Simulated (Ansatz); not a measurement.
# Screening in TiO2 (Anatase), part 2 of 2

Wanted: ε∞ of TiO2 (Anatase) from perturbation theory, a sum over states and the RPA step of G0W0, with cost.

Ansatz 0.2.0; linear response on PBE, plane waves, PAW. Known limits of the many-body steps: not at the basis limit.

So far. Step 2 (Response to a homogeneous field): One over ε∞ averages 0.15, under the quarter of exact exchange in PBE0, which by this rule of thumb may open the gap too far. Step 3 (Independent-particle spectrum): The sum gives ε∞ = 6.93 and 6.57 without local fields.

## 4. RPA screening from the G0W0 run

Now the one-shot GW correction: screening in the RPA, then the self-energy of the levels asked for.

This step: G0W0 on PBE, plane waves, PAW.

Contents of input.yaml:

```yaml
crystal:
  lattice:
    - [-1.8921, 1.8921, 4.7573]
    - [1.8921, -1.8921, 4.7573]
    - [1.8921, 1.8921, -4.7573]
  atoms:
    - { symbol: Ti, position: [0.0, 0.0, 0.0] }
    - { symbol: Ti, position: [0.75, 0.25, 0.5] }
    - { symbol: O, position: [0.2081, 0.2081, 0.0] }
    - { symbol: O, position: [0.9581, 0.4581, 0.5] }
    - { symbol: O, position: [0.5419, 0.0419, 0.5] }
    - { symbol: O, position: [0.7919, 0.7919, 0.0] }
kpoints:
  mp_grid: { grid: [6, 6, 6] }
hamiltonian:
  xc: pbe
  pseudopotentials: { kind: paw, azcp: { folder: "./paw" } }
scf:
  occupations: { method: fixed }
gw:
  n_empty_bands: 539
  ecut_chi: 230.0
  qp_bands: [v2, c2]
  qp_kpoints: band_edges
  screening: { model: contour_deformation }
```

Started as:

```console
ansatz run input.yaml --threads 3 --pin off --max-ram 92160MiB --backend cuda --events-out ev --progress --plain --runs-dir out --devices 1 --max-vram 13GiB
```

Numbers of over 12 decimals in the logs are rounded to 6 here.

Log:

```text
GPUs: using 1 of 1 available (devices: 1).
[...]
GPU FFT provider: cuFFT
GPU libraries: cuBLAS 13.8.2, cuFFT 12.4.0, cuSOLVER 12.3.4
Crystal: 6 atoms, lattice volume = 68.125 Å³
Basis set: ecut = 420 eV, 1315 PW (Γ)
Bands: 30, of which v1, the nominal top of the filled ones, is band 24 counted from 1 (23 counted from 0)
Symmetry: 16 space group operations
[...]
k-points: 30 of 216
[...]
1    26     10.3299   -14.3026    -6.6300   -21.9284  0.7073    11.3486    11.3258  root
[...]
29    23      7.1396   -26.1480     4.2902   -21.3832  0.7100     6.6605     6.6650  root
    29    24      7.1396   -26.1480     4.2902   -21.3832  0.7100     6.6605     6.6650  root
    29    25      9.7448   -13.2315    -7.1070   -21.4122  0.7183    10.8436    10.8186  root
    29    26      9.7448   -13.2315    -7.1070   -21.4122  0.7183    10.8436    10.8186  root
[key lines of the parts left out:]
SCF converged after 8 iterations
Free energy (F): -7277.486360 eV
Fermi energy:    7.218375 eV
```

It took 1.7 min on 1 × NVIDIA H100 80GB HBM3 (shared by 6 runs) with 3 threads of AMD EPYC 7R13 (Zen 3), shared host; peak memory 3.1 GiB.

Numbers from this step:

```yaml
bands_summed: 563
rpa_eps_infinity_on_this_mesh_eigenvalues: 5.992, 6.546, 6.546
plane_waves_in_the_screening_matrix: 559
g0w0_gap_on_the_mesh: 3.661 eV
k_of_the_valence_top: 0, 0, -0.5
k_of_the_conduction_bottom: 0, 0, 0
starting_gap_on_the_mesh: 2.170 eV
least_direct_g0w0_gap_on_the_computed_points: 3.997 eV
```

The gap on the mesh goes from 2.17 eV to 3.66 eV, a correction of +1.49 eV. Between the two edge states, bare exchange in place of the xc potential would open the gap by 12.59 eV, and correlation takes back 11.10 eV.

Mean over the mesh in bins of 0.25 1/Å. Static inverse dielectric function, diagonal against length of q+G:

```
length of q+G (Å⁻¹)  static inverse dielectric function, diagonal
               0.28                                         0.178
               0.52                                         0.219
               0.76                                         0.274
               0.99                                         0.338
               1.23                                         0.407
               1.49                                         0.480
               1.76                                         0.551
               2.01                                         0.612
               2.26                                         0.663
               2.50                                         0.708
               2.75                                         0.747
               3.00                                         0.779
               3.25                                         0.807
               3.50                                         0.831
               3.75                                         0.850
               4.00                                         0.867
               4.25                                         0.882
               4.50                                         0.895
               4.75                                         0.907
               5.00                                         0.917
               5.26                                         0.927
               5.50                                         0.935
               5.75                                         0.943
               6.00                                         0.950
               6.25                                         0.957
               6.50                                         0.962
               6.75                                         0.967
               7.00                                         0.972
               7.25                                         0.976
               7.50                                         0.980
               7.70                                         0.982
```

## 5. The values together

Times are wall times on 1 × NVIDIA H100 80GB HBM3 (shared by 6 runs) with 3 threads of AMD EPYC 7R13 (Zen 3), shared host. The host was busy with other work, so they are no guide to cost.

```
                                          method                            mesh  ε∞, low  middle  high  mean     time
perturbation theory (local fields and xc kernel)  8×8×8 (response on 512 points)     6.24    6.79  6.79  6.61     96 s
               sum over states (no local fields)                           8×8×8     6.57    6.93  6.93  6.81     45 s
           RPA with local fields, on the GW mesh                           6×6×6     5.99    6.55  6.55  6.36  1.7 min
```

## 6. What came out

| Item | Value |
| --- | --- |
| perturbation theory (local fields and xc kernel) | 6.24, 6.79, 6.79 |
| sum over states (no local fields) | 6.57, 6.93, 6.93 |
| RPA with local fields, on the GW mesh | 5.99, 6.55, 6.55 |

**Reading.** Mean Born effective charge: Ti1 6.29, O3 -3.15 e. Distinct peaks of the ε₂ (xx=yy) stand at 3.9 and 7.0 eV; the one at 3.9 eV is strongest. The most distinct maxima of the loss function (xx=yy) lie at 8.7, 11.3, 12.5, 17.7 and 23.3 eV, the highest at 11.3 eV. The sum without local fields gives 6.81 in the mean against 6.61 by perturbation theory; local fields lower ε∞ and the xc kernel gives part of it back, though the sum also carries the error of its own mesh. The RPA values on the 6×6×6 mesh average 0.96 times those of perturbation theory (means 6.36 and 6.61). Without the xc kernel RPA should lie a little lower, as the mean does. PBE usually puts the gap too low, which tends to raise ε∞. Ions are clamped, so the lattice part of the static constant is not in these numbers.

[Paths, hosts, dates, memory and timing lines, banners, echoed tables and standing remarks are left out of the program output.]

[Logs are printed without paths, hosts, clocks, repeated set-up lines and the standing remarks that a program may print on its own settings, such as how far it seeks lower states.]

[Runs of the session that timed out or met a known fault of the program may be left out.]

[Cells called generated may have been cut or substituted from an entry of the Crystallography Open Database or the Materials Project.]

[Hosts, paths, dates, database ids (printed as entryN), source tags and the programs' standing remarks are cut or masked in the printed files.]
